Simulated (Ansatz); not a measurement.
**GaP wire along [110], 8 atoms a period, H-terminated: bands by functional and under strain**

Aim: is the GaP wire along [110], 8 atoms a period, H-terminated a metal or a semiconductor?

Method: DFT PBE, plane waves, PAW; relaxation of a wire's period; PAW set soft_1, in the first sound run; inputs show where later runs differ, in Ansatz 0.2.0.

This is a report of a sequence of runs, with most program output left out.

**1. The starting structure**

The cell holds 16 atoms: 8 H, 4 Ga and 4 P. Cell: a = 15.425 Å, b = 13.276 Å, c = 3.896 Å, α = 90.0°, β = 90.0°, γ = 90.0°. Vacuum lies along a and b. The structure's axis is c.

**2. The relaxed wire**

Band widths follow the bond lengths, so the wire is relaxed first. The atoms and the third cell vector are free; the box across stays fixed as vacuum. A Fermi-Dirac smearing is set since the result may be a metal. The pressure printed is a third of the stress's trace over the whole box, vacuum included; only the stress along the axis is relaxed.

The input, input.yaml:

```yaml
crystal:
  lattice:
    - [15.425, 0.0, 0.0]
    - [0.0, 13.276, 0.0]
    - [0.0, 0.0, 3.8961583643]
  atoms:
    - { symbol: H, position: [0.399027553, 0.256101235, 0.0] }
    - { symbol: Ga, position: [0.458166186, 0.353273923, 0.0] }
    - { symbol: H, position: [0.220421394, 0.597183517, 0.5] }
    - { symbol: H, position: [0.220421394, 0.402838143, 0.5] }
    - { symbol: Ga, position: [0.279560028, 0.50001083, 0.5] }
    - { symbol: P, position: [0.547469266, 0.646747737, 0.5] }
    - { symbol: P, position: [0.547469266, 0.353273923, 0.5] }
    - { symbol: H, position: [0.600993472, 0.73469517, 0.5] }
    - { symbol: H, position: [0.600993472, 0.26532649, 0.5] }
    - { symbol: Ga, position: [0.636772345, 0.50001083, 0.5] }
    - { symbol: P, position: [0.368863107, 0.50001083, 0.0] }
    - { symbol: H, position: [0.399027553, 0.743920425, 0.0] }
    - { symbol: Ga, position: [0.458166186, 0.646747737, 0.0] }
    - { symbol: P, position: [0.726075425, 0.50001083, 0.0] }
    - { symbol: H, position: [0.779599631, 0.587958262, 0.0] }
    - { symbol: H, position: [0.779599631, 0.412063398, 0.0] }
kpoints:
  mp_grid: { grid: [1, 1, 21] }
scf:
  occupations: { method: fermi_dirac, width: 0.05 }
hamiltonian:
  xc: pbe
  pseudopotentials: { kind: paw, azcp: { folder: soft_1 } }
relax:
  cell: { fix: [a, b, alpha, beta, gamma] }
  max_steps: 45
  f_tol: 0.03
```

The run is started by

```console
$ ansatz run input.yaml --threads 4 --pin off --max-ram 16384MiB --backend cpu --events-out ev --progress --plain --runs-dir out
```

The job ended after 96 s (4 threads of Intel Xeon Platinum 8259CL at 2.50GHz (Skylake/Cascade Lake), shared host; peak memory 1.5 GiB).

Relaxation path:

```
step  energy less that of the first step (eV)  largest force component (eV/Å)  pressure (GPa)  volume (Å³)
   1                                   0.0000                          1.0446           -0.10       797.86
   2                                  -0.2403                          0.5947           -0.11       801.43
   3                                  -0.3190                          0.1235            0.00       806.51
   4                                  -0.3219                          0.0167            0.00       808.97
  5*                                  -0.3234                          0.0171            0.00       808.97
```

Relaxation steps marked * repeat the geometry before them on a plane-wave basis chosen anew for their cell, so energy and pressure can jump there.

Forces are held to the 4 operations that the run works with; a distortion that breaks them can't arise in this run.

```
cell as run  before  after  change
      c (Å)   3.896  3.950  +1.4 %
```

The atoms that moved most (Å, along periodic axes as changes of fractional coordinates times the final cell, across vacuum about the mean position):

```
atom      dx      dy     dz  length
  H3   0.117   0.087  0.000   0.146
  H4   0.117  -0.087  0.000   0.146
 H12   0.096   0.107  0.000   0.144
  H1   0.096  -0.107  0.000   0.144
  H8   0.030  -0.128  0.000   0.131
  H9   0.030   0.128  0.000   0.131
 Ga2  -0.102  -0.010  0.000   0.103
Ga13  -0.102   0.010  0.000   0.103
```

This step gave:

```yaml
cell_length_along_the_wire: 3.950 Å
```

The cell's length comes to 3.950 Å with spin left out.

**3. The perfect wire**

This step: DFT PBE, plane waves, PAW; bands of a perfect wire; PAW set soft_1 (Ansatz 0.2.0).

At the relaxed period the bands are computed along the axis; those that cross an energy going forward count the channels that a perfect wire would open there.

The input, input.yaml:

```yaml
crystal:
  lattice:
    - [15.425, 0.0, 0.0]
    - [0.0, 13.276, 0.0]
    - [0.0, 0.0, 3.9503807384]
  atoms:
    - { symbol: H, position: [0.405240549, 0.248037867, 0.0] }
    - { symbol: Ga, position: [0.451531511, 0.352554824, 0.0] }
    - { symbol: H, position: [0.228011756, 0.603734718, 0.5] }
    - { symbol: H, position: [0.228011756, 0.396286942, 0.5] }
    - { symbol: Ga, position: [0.276630252, 0.50001083, 0.5] }
    - { symbol: P, position: [0.543730832, 0.642534272, 0.5] }
    - { symbol: P, position: [0.543730832, 0.357487388, 0.5] }
    - { symbol: H, position: [0.602962701, 0.725066952, 0.5] }
    - { symbol: H, position: [0.602962701, 0.274954708, 0.5] }
    - { symbol: Ga, position: [0.631199747, 0.50001083, 0.5] }
    - { symbol: P, position: [0.36939133, 0.50001083, 0.0] }
    - { symbol: H, position: [0.405240549, 0.751983793, 0.0] }
    - { symbol: Ga, position: [0.451531511, 0.647466836, 0.0] }
    - { symbol: P, position: [0.720987275, 0.50001083, 0.0] }
    - { symbol: H, position: [0.780731304, 0.581459551, 0.0] }
    - { symbol: H, position: [0.780731304, 0.418562109, 0.0] }
kpoints:
  mp_grid: { grid: [1, 1, 21] }
  band_path: { path: ["Γ", Z], npoints: 90 }
scf:
  occupations: { method: fermi_dirac, width: 0.05 }
hamiltonian:
  xc: pbe
  pseudopotentials: { kind: paw, azcp: { folder: soft_1 } }
output:
  dos: { e_range: [-5, 4] }
  write_potential: true
  write_density: true
  volumetric_format: npy
```

It took 91 s on 4 threads; peak memory 2.6 GiB; 5.9 min of CPU time.

Numbers from this step:

```
band gap : 1.626 eV
```

The electronic bands at the labelled points (eV, zero at the Fermi level):

```
  point  band 37  band 38  band 39  band 40  band 41  band 42  band 43  band 44
      Γ    -1.90    -1.75    -1.50    -0.82     0.81     1.58     1.68     2.20
halfway    -2.37    -2.14    -1.80    -1.45     1.86     1.99     2.31     2.79
      Z    -2.28    -2.26    -2.10    -2.09     1.71     1.94     2.16     2.37
```

The gap is 1.63 eV, with spin left out.

The path shows a direct gap of 1.63 eV (valence top at Γ, conduction bottom at Γ).

**4. Levels at the same atoms, cutoff 500 eV, k-mesh 1×1×16**

This step: DFT r2SCAN, plane waves, PAW; bands of a perfect wire at the PBE geometry; PAW set soft_1 (Ansatz 0.2.0).

The atoms stay at the PBE geometry and the functional changes. r2SCAN also reads the kinetic-energy density; it often gives larger moments and wider gaps than PBE, at a higher cost. Against the first PBE run of this kind, the cutoff is 500 eV against 420 and the mesh along the wire has 16 points against 21.

Edit input.yaml of step 3 so:

```diff
@@ -23,3 +23,3 @@
 kpoints:
-  mp_grid: { grid: [1, 1, 21] }
+  mp_grid: { grid: [1, 1, 16] }
   band_path: { path: ["Γ", Z], npoints: 90 }
@@ -28,8 +28,3 @@
 hamiltonian:
-  xc: pbe
+  xc: r2scan
   pseudopotentials: { kind: paw, azcp: { folder: soft_1 } }
-output:
-  dos: { e_range: [-5, 4] }
-  write_potential: true
-  write_density: true
-  volumetric_format: npy
```

It took 2.7 min on 4 threads; peak memory 4.3 GiB; 11 min of CPU time.

Numbers from this step:

| Quantity | Value |
| --- | --- |
| band gap | 1.906 eV |

The electronic bands at the labelled points (eV, zero at the Fermi level):

```
  point  band 37  band 38  band 39  band 40  band 41  band 42  band 43  band 44
      Γ    -2.10    -1.94    -1.64    -0.96     0.95     1.77     1.90     2.60
halfway    -2.61    -2.32    -2.00    -1.62     2.01     2.24     2.63     3.10
      Z    -2.47    -2.46    -2.33    -2.30     1.93     2.09     2.37     2.57
```

The gap is 1.91 eV, against 1.63 eV under PBE at the relaxed period.

**5. Levels at the same atoms, level HSE06, cutoff 420 eV**

This step: DFT HSE06, plane waves, PAW; levels of a perfect wire at the PBE geometry; PAW set soft_1 (Ansatz 0.2.0).

The atoms stay at the PBE geometry and the functional changes. HSE06 mixes in a quarter of short-range exact exchange, which removes part of the self-interaction that closes gaps; it is dear, so the mesh is thinner and no path is run. Against the first PBE run of this kind, the mesh along the wire has 8 points against 21.

Edit input.yaml of step 4 so:

```diff
@@ -23,4 +23,3 @@
 kpoints:
-  mp_grid: { grid: [1, 1, 16] }
-  band_path: { path: ["Γ", Z], npoints: 90 }
+  mp_grid: { grid: [1, 1, 8] }
 scf:
@@ -28,3 +27,3 @@
 hamiltonian:
-  xc: r2scan
+  xc: hse06
   pseudopotentials: { kind: paw, azcp: { folder: soft_1 } }
```

It took 3.9 min on 4 threads; peak memory 11 GiB.

This step gave:

```yaml
band_gap: 2.369 eV
```

The gap is 2.37 eV, against 1.63 eV under PBE at the relaxed period.

**6. Two-component spinors, k-mesh 1×1×13**

This step: DFT PBE, plane waves, fully relativistic PAW; bands of a perfect wire with spin-orbit coupling; PAW set soft_1 (Ansatz 0.2.0).

Spin-orbit coupling mixes the spins and splits bands that cross or touch without it, so it can open or close channels. Fully relativistic datasets take the place of the scalar ones. Against the first PBE run of this kind, the mesh along the wire has 13 points against 21.

Edit input.yaml of step 5 so:

```diff
@@ -23,3 +23,4 @@
 kpoints:
-  mp_grid: { grid: [1, 1, 8] }
+  mp_grid: { grid: [1, 1, 13] }
+  band_path: { path: ["Γ", Z], npoints: 90 }
 scf:
@@ -27,3 +28,6 @@
 hamiltonian:
-  xc: hse06
-  pseudopotentials: { kind: paw, azcp: { folder: soft_1 } }
+  xc: pbe
+  pseudopotentials: { kind: paw_fr, azcp: { folder: soft_1 } }
+magnetization:
+  noncollinear: true
+  spin_orbit: true
```

Elapsed: 10 min, on 4 threads; peak memory 9.2 GiB; 39 min of CPU time.

Numbers from this step:

| Item | Value |
| --- | --- |
| band gap | 1.625 eV |

The electronic bands at the labelled points (eV, zero at the Fermi level; v1 is the highest filled band, c1 the lowest empty one):

```
  point     v4     v3     v2     v1    c1    c2    c3    c4
      Γ  -1.49  -1.49  -0.81  -0.81  0.81  0.81  1.59  1.59
halfway  -1.80  -1.80  -1.45  -1.44  1.86  1.86  1.98  2.01
      Z  -2.11  -2.11  -2.07  -2.07  1.72  1.72  1.95  1.95
```

The gap is 1.62 eV, against 1.63 eV under PBE at the relaxed period, with no moment.

**7. The ladder**

Times are for 4 threads of Intel Xeon Platinum 8259CL at 2.50GHz (Skylake/Cascade Lake), shared host. The series side by side:

```
no.     run  band gap (eV)     time  memory (GiB)
  1    lead          1.626     91 s           2.6
  2  levels          1.906  2.7 min           4.3
  3  levels          2.369  3.9 min            11
  4     SOC          1.625   10 min           9.2
```

**8. Strain along the wire, period over the relaxed period 1.06**

This step: DFT PBE, plane waves, PAW; relaxation at a fixed period; PAW set soft_1 (Ansatz 0.2.0).

The period is set to 1.06 times the relaxed one and the atoms relax within it: strain changes bond lengths and angles, which shifts the bands against each other. Against the first PBE run of this kind, the mesh along the wire has 15 points against 21.

The cell differs from the one that the last finished run ended in (c 3.950 → 4.187 Å).

Edit input.yaml of step 6 so:

```diff
@@ -4,3 +4,3 @@
     - [0.0, 13.276, 0.0]
-    - [0.0, 0.0, 3.9503807384]
+    - [0.0, 0.0, 4.1874035828]
   atoms:
@@ -23,3 +23,3 @@
 kpoints:
-  mp_grid: { grid: [1, 1, 13] }
+  mp_grid: { grid: [1, 1, 15] }
   band_path: { path: ["Γ", Z], npoints: 90 }
@@ -29,5 +29,7 @@
   xc: pbe
-  pseudopotentials: { kind: paw_fr, azcp: { folder: soft_1 } }
-magnetization:
-  noncollinear: true
-  spin_orbit: true
+  pseudopotentials: { kind: paw, azcp: { folder: soft_1 } }
+relax:
+  max_steps: 40
+  f_tol: 0.02
+output:
+  stress: true
```

The job ended after 1.8 min (4 threads; peak memory 2.9 GiB; 6.9 min of CPU time).

Step by step:

```
step  energy less that of the first step (eV)  largest force component (eV/Å)
   1                                   0.0000                          0.4257
   2                                  -0.0572                          0.0609
   3                                  -0.0592                          0.0144
```

The run keeps the 4 symmetry operations that it works with, so distortions that break them were not tested.

The atoms that moved most (Å):

```
atom      dx      dy     dz  length
 P14  -0.108   0.000  0.000   0.108
  H3   0.106   0.010  0.000   0.106
  H4   0.106  -0.010  0.000   0.106
 H15  -0.097  -0.008  0.000   0.097
 H16  -0.097   0.008  0.000   0.097
 Ga5   0.084   0.000  0.000   0.084
 H12   0.062   0.008  0.000   0.063
  H1   0.062  -0.008  0.000   0.063
```

The relaxed structure:

```xyz
16
Lattice="15.4250 0.0000 0.0000 0.0000 13.2760 0.0000 0.0000 0.0000 4.1874" Properties=species:S:1:pos:R:3
H     6.3131    3.2854    0.0000
Ga    6.9945    4.6913    0.0000
H     3.6227    8.0252    2.0937
H     3.6227    5.2511    2.0937
Ga    4.3507    6.6381    2.0937
P     8.3399    8.5262    2.0937
P     8.3399    4.7501    2.0937
H     9.2711    9.6072    2.0937
H     9.2711    3.6691    2.0937
Ga    9.7020    6.6381    2.0937
P     5.7093    6.6381    0.0000
H     6.3131    9.9909    0.0000
Ga    6.9945    8.5850    0.0000
P    11.0128    6.6381    0.0000
H    11.9458    7.7111    0.0000
H    11.9458    5.5652    0.0000
```

This step gave:

```
band gap : 1.556 eV
```

The electronic bands at the labelled points (eV, zero at the Fermi level):

```
  point  band 37  band 38  band 39  band 40  band 41  band 42  band 43  band 44
      Γ    -1.82    -1.46    -1.13    -0.82     0.74     1.66     1.68     2.39
halfway    -1.93    -1.73    -1.54    -1.01     2.43     2.46     2.59     3.26
      Z    -1.95    -1.92    -1.75    -1.62     2.30     2.50     2.81     2.91
```

The gap is 1.56 eV, against 1.63 eV under PBE at the relaxed period.

**9. At a strained period, period over the relaxed period 1.03**

The period is set to 1.03 times the relaxed one and the atoms relax within it: strain changes bond lengths and angles, which shifts the bands against each other. Against the first PBE run of this kind, the mesh along the wire has 15 points against 21.

The cell differs from the one that the last finished run ended in (c 4.187 → 4.069 Å).

Edit input.yaml of step 8 so:

```diff
@@ -4,3 +4,3 @@
     - [0.0, 13.276, 0.0]
-    - [0.0, 0.0, 4.1874035828]
+    - [0.0, 0.0, 4.0688921606]
   atoms:
```

Run time: 97 s. Hardware: 4 threads; peak memory 2.8 GiB.

Relaxation path:

```
step  energy less that of the first step (eV)  largest force component (eV/Å)
   1                                   0.0000                          0.2313
   2                                  -0.0163                          0.0524
   3                                  -0.0167                          0.0087
```

Forces are held to the 4 operations that the run works with; a distortion that breaks them can't arise in this run.

The atoms that moved most (Å):

```
atom      dx      dy     dz  length
 P14  -0.050   0.000  0.000   0.050
  H3   0.049   0.005  0.000   0.050
  H4   0.049  -0.005  0.000   0.050
 H15  -0.044  -0.004  0.000   0.044
 H16  -0.044   0.004  0.000   0.044
 Ga5   0.037   0.000  0.000   0.037
  H1   0.035  -0.004  0.000   0.035
 H12   0.035   0.004  0.000   0.035
```

The relaxed structure:

```xyz
16
Lattice="15.4250 0.0000 0.0000 0.0000 13.2760 0.0000 0.0000 0.0000 4.0689" Properties=species:S:1:pos:R:3
H     6.2860    3.2891    0.0000
Ga    6.9791    4.6885    0.0000
H     3.5663    8.0205    2.0344
H     3.5663    5.2558    2.0344
Ga    4.3041    6.6381    2.0344
P     8.3629    8.5252    2.0344
P     8.3629    4.7511    2.0344
H     9.2821    9.6160    2.0344
H     9.2821    3.6603    2.0344
Ga    9.7237    6.6381    2.0344
P     5.6984    6.6381    0.0000
H     6.2860    9.9872    0.0000
Ga    6.9791    8.5878    0.0000
P    11.0716    6.6381    0.0000
H    11.9991    7.7151    0.0000
H    11.9991    5.5612    0.0000
```

Numbers from this step:

| Property | Result |
| --- | --- |
| band gap | 1.581 eV |

Electronic bands along the path, in eV, zero at the Fermi level:

```
  point  band 37  band 38  band 39  band 40  band 41  band 42  band 43  band 44
      Γ    -1.84    -1.56    -1.27    -0.80     0.78     1.69     1.71     2.38
halfway    -2.12    -1.90    -1.63    -1.19     2.17     2.29     2.49     3.06
      Z    -2.07    -1.98    -1.97    -1.82     2.04     2.25     2.52     2.67
```

The gap is 1.58 eV, against 1.63 eV under PBE at the relaxed period.

**10. Results**

```
cell length, PBE              : 3.950 Å
gap, PBE                      : 1.63 eV
gap, r2SCAN                   : 1.91 eV
gap, HSE06                    : 2.37 eV
gap, with spin-orbit coupling : 1.62 eV
gap, period scaled by 1.06    : 1.56 eV
gap, period scaled by 1.03    : 1.58 eV
```

In words: Under PBE the cell's length is 3.95 Å, and a gap of 1.63 eV makes it a semiconductor. At the relaxed period the wire is gapped under every functional, from 1.63 eV (PBE) to 2.37 eV (HSE06). Weak screening in one dimension makes quasiparticle gaps larger than the semilocal gaps, as a rule. Strain matters: under PBE the gap goes from 1.63 eV to 1.58 eV at 1.03 times the period and 1.56 eV at 1.06 times the period. Plain hydrogen on a compound's surface is a simple closure: it may leave surface states, and facets that end in unlike atoms put a field across the wire, both of which shrink the gap. A hybrid's gap is read on a coarse mesh, without a band path.

[Logs are printed without paths, hosts, clocks, repeated set-up lines and the standing remarks that a program may print on its own settings, such as how far it seeks lower states.]

[Hosts, paths, dates, database ids (printed as entryN), source tags and the programs' standing remarks are cut or masked in the printed files.]
